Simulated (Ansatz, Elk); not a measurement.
# Bonding as seen by X-rays: MgCr, part 2 of 2

The structure of MgCr used here is made up (a known structure type with other elements) and was relaxed beforehand with PBEsol. The aim is the Fourier transform of its all-electron density, F(hkl), set beside the sum over free spherical atoms that refinements use.

Elk 11.2.3 (patched build); all-electron DFT.

So far: Starting point; Ground state and structure factors; The magnetisation density; The highest occupied states alone.

The structure was built from a prototype and need not be the compound's stable phase.

## (5) Another functional

Level of this step: DFT, PBEsol, all-electron APW+lo, Dirac cores, scalar-relativistic bands, static density, ferromagnetic start (Elk).

The difference from free atoms is small, so it is set against the change that PBEsol makes.

File elk.in:

```
tasks
  0
  195
  196

xctype
  22

spinpol
  .true.

rgkmax
  7.0

gmaxvr
  14.0

lmaxo
  7

lmaxapw
  8

swidth
  0.002

tshift
  .false.

ramdisk
  .false.

hmaxvr
  5.5

maxscl
  120

epspot
  1e-06

reducebf
  0.8

sppath
  './'

avec
  6.18838952808 0.00000000000 0.00000000000
  0.00000000000 6.18838952808 0.00000000000
  0.00000000000 0.00000000000 6.18838952808

atoms
  2
  'Cr.in'
  1
  0.5000000000 0.5000000000 0.5000000000   0.000000 0.000000 -0.170000
  'Mg.in'
  1
  -0.0000000000 0.0000000000 -0.0000000000   0.000000 0.000000 0.000000

ngridk
  6 6 6
```

The run is started by

```bash
OMP_NUM_THREADS=4 elk
```

Numbers of over 12 decimals in the logs are rounded to 6 here.

Log:

```text
┌─────────────────────────┐
│ Elk code version 11.2.3 │
└─────────────────────────┘

All units are atomic (Hartree, Bohr, etc.)

┌─────────────────────────────────────────────────┐
│ Ground-state run starting from atomic densities │
└─────────────────────────────────────────────────┘

Lattice vectors :
   6.188389528       0.000000000       0.000000000
   0.000000000       6.188389528       0.000000000
   0.000000000       0.000000000       6.188389528

Reciprocal lattice vectors :
   1.015318328       0.000000000       0.000000000
[...]
total in muffin-tins        :    33.14142526
 total calculated charge     :    35.99992907
 total charge                :    36.00000000
 error                       :   0.7093080033E-04

Moments :
 interstitial                :   0.3570766355
 muffin-tins
  species : 1 (Cr)
   atom 1                    :    3.298681756
  species : 2 (Mg)
   atom 1                    :  -0.2578565183E-01
 total in muffin-tins        :    3.272896105
 total moment                :    3.629972740

┌──────────────────────────────┐
│ Self-consistent loop stopped │
└──────────────────────────────┘

Wrote STATE.OUT
[key lines of the parts left out:]
total energy                :     -1249.6879981720
```

The job ended after 31 s (4 threads of Intel Xeon 6975P-C (Granite Rapids), shared host; peak memory 0.19 GiB; 98 s of CPU time).

Against the first run R = 0.05 %; the largest change is -0.015 at 200. The moment goes from 3.61 to 3.63 μB.

## (6) Basis size

A smaller basis shows how fast F responds to it; the change is likely larger than the basis error of the first run, but doesn't show convergence.

Changes to elk.in since step 5:

```diff
@@ -6,3 +6,3 @@
 xctype
-  22
+  20
 
@@ -12,3 +12,3 @@
 rgkmax
-  7.0
+  5.5
```

The run is started by

```bash
OMP_NUM_THREADS=4 elk
```

Log:

```text
┌─────────────────────────┐
│ Elk code version 11.2.3 │
└─────────────────────────┘

All units are atomic (Hartree, Bohr, etc.)

┌─────────────────────────────────────────────────┐
│ Ground-state run starting from atomic densities │
└─────────────────────────────────────────────────┘

Lattice vectors :
   6.188389528       0.000000000       0.000000000
   0.000000000       6.188389528       0.000000000
   0.000000000       0.000000000       6.188389528

Reciprocal lattice vectors :
   1.015318328       0.000000000       0.000000000
[...]
total in muffin-tins        :    33.08778546
 total calculated charge     :    35.99989867
 total charge                :    36.00000000
 error                       :   0.1013306425E-03

Moments :
 interstitial                :   0.3869395279
 muffin-tins
  species : 1 (Cr)
   atom 1                    :    3.264615082
  species : 2 (Mg)
   atom 1                    :  -0.3201163613E-01
 total in muffin-tins        :    3.232603445
 total moment                :    3.619542973

┌──────────────────────────────┐
│ Self-consistent loop stopped │
└──────────────────────────────┘

Wrote STATE.OUT
[key lines of the parts left out:]
total energy                :     -1251.1398346547
```

The job ended after 30 s (4 threads; peak memory 0.18 GiB; 93 s of CPU time).

Against the first run R = 0.05 %; the largest change is +0.023 at 211. The moment goes from 3.61 to 3.62 μB.

## (7) A coarser k-mesh

About half the k-points along each axis test the sampling.

Changes to elk.in since step 6:

```diff
@@ -12,3 +12,3 @@
 rgkmax
-  5.5
+  7.0
 
@@ -62,2 +62,2 @@
 ngridk
-  6 6 6
+  3 3 3
```

The run is started by

```bash
OMP_NUM_THREADS=4 elk
```

Log:

```text
┌─────────────────────────┐
│ Elk code version 11.2.3 │
└─────────────────────────┘

All units are atomic (Hartree, Bohr, etc.)

┌─────────────────────────────────────────────────┐
│ Ground-state run starting from atomic densities │
└─────────────────────────────────────────────────┘

Lattice vectors :
   6.188389528       0.000000000       0.000000000
   0.000000000       6.188389528       0.000000000
   0.000000000       0.000000000       6.188389528

Reciprocal lattice vectors :
   1.015318328       0.000000000       0.000000000
[...]
total in muffin-tins        :    33.16697665
 total calculated charge     :    35.99991408
 total charge                :    36.00000000
 error                       :   0.8592099913E-04

Moments :
 interstitial                :   0.5307684036
 muffin-tins
  species : 1 (Cr)
   atom 1                    :    3.468337323
  species : 2 (Mg)
   atom 1                    :  -0.3190730434E-03
 total in muffin-tins        :    3.468018250
 total moment                :    3.998786654

┌──────────────────────────────┐
│ Self-consistent loop stopped │
└──────────────────────────────┘

Wrote STATE.OUT
[key lines of the parts left out:]
total energy                :     -1251.1740712352
```

It took 13 s on 4 threads; peak memory 0.17 GiB; 26 s of CPU time.

Against the first run R = 0.08 %; the largest change is +0.040 at 100. The moment goes from 3.61 to 4.00 μB.

## (8) Settings against the effect

```csv
run,R against the first run (%),"R against neutral atoms, low angle (%)",wall time
"PBE, rgkmax 7",0.00,1.59,42 s
PBEsol,0.05,1.62,31 s
rgkmax 5.5,0.05,1.68,30 s
k-mesh 3×3×3,0.08,1.51,13 s
```

## (9) Results

```json
{"R against neutral atoms, sin θ/λ < 0.3 Å⁻¹": "1.59 %", "R against neutral atoms, 0.3 to 0.82 Å⁻¹": "0.44 %", "magnetic form factor over free-ion ⟨j0⟩, 0.12 to 0.35 Å⁻¹": "0.87"}
```

**Reading.** Independent neutral atoms miss the calculated amplitudes by R = 1.59 % below 0.3 Å⁻¹ and 0.44 % from there to 0.82 Å⁻¹; by shells, 1.59 % 0.15 to 0.3 (3 forms), 0.26 % 0.3 to 0.45 (4 forms), 0.47 % above 0.45 (25 forms). Bonding, aspherical density and the tables' own atoms all enter these figures, and the runs don't part them. The largest change of an amplitude is -0.38 electrons, at 110. The magnetic order is that of the start. No other order was tried here, and an antiferromagnetic one would change or move the magnetic intensity. Between 0.12 and 0.35 Å⁻¹ the magnetic form factor is 0.87 times the free-ion one; 0.30 μB lies outside the Cr sphere with the same sign, mostly between the spheres, and such diffuse spin drops out at finite angle. The sphere holds 3.30 of the 3.61 μB; that share, the choice of ion, the size of the d shell and its asphericity all move this ratio. The window's part falls from 8.0 electrons at the origin to at most 0.49 between 0.45 and 0.82 Å⁻¹. Below 0.3 Å⁻¹ the changes that finished (PBEsol, rgkmax 5.5 and k-mesh 3×3×3) move F by R = 0.12 % at most, against the 1.59 % that separates it from free atoms. The magnetic factors move by R = 0.6 % (PBEsol), 1.4 % (rgkmax 5.5) and 3.5 % (k-mesh 3×3×3), so they aren't settled to better than that. Part of the difference isn't bonding: the tables are fits to free atoms and ions calculated by other methods than this functional. Thermal motion, anomalous dispersion and extinction are left out.

[Logs are printed without paths, hosts, clocks, repeated set-up lines and the standing remarks that a program may print on its own settings, such as how far it seeks lower states.]

[Hosts, paths, dates, database ids (printed as entryN), source tags and the programs' standing remarks are cut or masked in the printed files.]
